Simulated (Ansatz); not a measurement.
# Series on glassy 63SiO2-14B2O3-11Na2O-11CaO (mol %), by quench rate

Does a slower quench leave a cell of lower energy?

Computed with Ansatz 0.2.0: Kohn-Sham DFT, PBEsol, PAW (set soft_2). Every run is a single point, with the atoms held where the recipe put them (cutoff of the plane-wave runs 420 eV, fixed occupations).

First member: 111 atoms (22 Si, 10 B, 8 Na, 4 Ca, 67 O) placed at random at 2.33 g/cm³, melted at 3000 K for 20 ps at fixed volume with the Buckingham and Coulomb pair potential of Guillot and Sator (Geochim. Cosmochim. Acta 71, 1249 (2007)) with the boron terms of Wang et al. (J. Non-Cryst. Solids 498, 294 (2018)). Quenched from 3000 K to 300 K at 10 K/ps and fixed volume, held 10 ps at zero pressure.

Last member: 111 atoms (22 Si, 10 B, 8 Na, 4 Ca, 67 O) placed at random at 2.33 g/cm³, melted at 3000 K for 20 ps at fixed volume with the Buckingham and Coulomb pair potential of Guillot and Sator (Geochim. Cosmochim. Acta 71, 1249 (2007)) with the boron terms of Wang et al. (J. Non-Cryst. Solids 498, 294 (2018)). Quenched from 3000 K to 300 K at 1000 K/ps and fixed volume, held 10 ps at zero pressure.

The members:

| quench rate (K/ps) | reduced formula | atoms | valence electrons | k-mesh | basis | density (g/cm³) |
| --- | --- | --- | --- | --- | --- | --- |
| 10 | Na8Ca4Si22B10O67 | 111 | 632 | 1×1×1 | plane waves | 2.61 |
| 30 | Na8Ca4Si22B10O67 | 111 | 632 | 1×1×1 | plane waves | 2.46 |
| 100 | Na8Ca4Si22B10O67 | 111 | 632 | 1×1×1 | plane waves | 2.59 |
| 300 | Na8Ca4Si22B10O67 | 111 | 632 | 1×1×1 | plane waves | 2.49 |
| 1000 | Na8Ca4Si22B10O67 | 111 | 632 | 1×1×1 | plane waves | 2.53 |

Each cell is one sample from a classical run, so sample-to-sample scatter enters every column; pressures lack the kinetic term.

The input of the first member, without its atom lines; other members have their own cell and atoms, and may differ in mesh, basis and outputs:

```yaml
crystal:
  lattice:
    - [11.08857, 0.0, 0.0]
    - [0.0, 11.08857, 0.0]
    - [0.0, 0.0, 11.08857]
  atoms:
    [... 111 lines ...]
kpoints:
  mp_grid: { grid: [1, 1, 1] }
hamiltonian:
  xc: pbesol
scf:
  occupations: { method: fixed }
output:
  forces: true
  stress: true
  populations: true
  dos:
    method: { smearing: { sigma: 0.1 } }
    de: 0.1
    projected: { site_lists: { B: [B], Ca: [Ca], Na: [Na], O: [O], Si: [Si] } }
  eigenvalues: true
  write_density: true
  write_potential: true
  volumetric_format: npy
```

Results; charges are mean Löwdin charges in e:

| quench rate (K/ps) | energy less the first member's (meV/atom) | pressure (GPa) | r.m.s. force (eV/Å) | gap (eV) | q(Na) | q(B) | q(Ca) |
| --- | --- | --- | --- | --- | --- | --- | --- |
| 10 | 0.0 | -3.09 | 1.13 | 2.38 | +0.80 | +0.57 | +1.76 |
| 30 | -23.9 | -2.62 | 0.988 | 2.99 | +0.81 | +0.57 | +1.77 |
| 100 | -10.9 | -3.55 | 1.07 | 1.74 | +0.79 | +0.56 | +1.78 |
| 300 | -7.4 | -2.98 | 1.08 | 1.31 | +0.80 | +0.56 | +1.77 |
| 1000 | 22.6 | -2.14 | 1.09 | 2.57 | +0.80 | +0.55 | +1.77 |

The gap is that between the highest filled and lowest empty Kohn-Sham level on the run's k-points; tail or defect levels can set it, and semilocal functionals tend to put gaps under measured ones. The projection misses up to 0.066 e an atom, so the charges add up to more than the cell's charge.

Bonds in each cell, which the recipe sets and DFT didn't move; cutoffs follow each cell's own g(r) within set bounds (mean length in Å, and neighbours of the second kind about the first):

| quench rate (K/ps) | O-Si length | O-Si count | B-O length | B-O count |
| --- | --- | --- | --- | --- |
| 10 | 1.635 | 1.31 | 1.443 | 3.50 |
| 30 | 1.634 | 1.31 | 1.431 | 3.40 |
| 100 | - | - | - | - |
| 300 | - | - | - | - |
| 1000 | 1.640 | 1.31 | 1.441 | 3.50 |

Cost on 8 threads of AMD EPYC 7R43, shared host:

| quench rate (K/ps) | atoms | basis | k-mesh | SCF cycles | time | host memory (GiB) |
| --- | --- | --- | --- | --- | --- | --- |
| 10 | 111 | plane waves | 1×1×1 | 11 | 24 s | 2.0 |
| 30 | 111 | plane waves | 1×1×1 | 11 | 25 s | 2.2 |
| 100 | 111 | plane waves | 1×1×1 | 11 | 18 s | 2.1 |
| 300 | 111 | plane waves | 1×1×1 | 11 | 20 s | 2.1 |
| 1000 | 111 | plane waves | 1×1×1 | 10 | 16 s | 2.1 |

Times include the outputs that each run asked for, on hosts shared with other jobs.

**Reading.** The energy against the first member is lowest at 30 K/ps (-23.9 meV/atom) and highest at 1000 K/ps (22.6 meV/atom), with no steady trend; each member is a single configuration. The slowest quench doesn't give the lowest energy; that at 30 K/ps does, by 23.9 meV/atom, which single samples of this size can't show to be real. The gap is lowest at 300 K/ps (1.31 eV) and highest at 30 K/ps (2.99 eV), with no steady trend; in single samples it varies with the configuration. The density spans 2.46 to 2.61 g/cm³, so the columns mix its effect with that of the quench rate. The pressure is lowest at 100 K/ps (-3.6 GPa) and highest at 1000 K/ps (-2.1 GPa), with no steady trend. The cells differ in volume and aren't at zero pressure, which adds to their energy differences.

**Limits.** The network of bonds at the start is that of the classical potential that made the cell, and needn't be the one that DFT or experiment would give. The cells aren't relaxed by DFT, which could reorder their energies. Even the slowest of these quenches is many orders faster than a laboratory quench.

[Logs are printed without paths, hosts, clocks, repeated set-up lines and the standing remarks that a program may print on its own settings, such as how far it seeks lower states.]

[Hosts, paths, dates, database ids (printed as entryN), source tags and the programs' standing remarks are cut or masked in the printed files.]
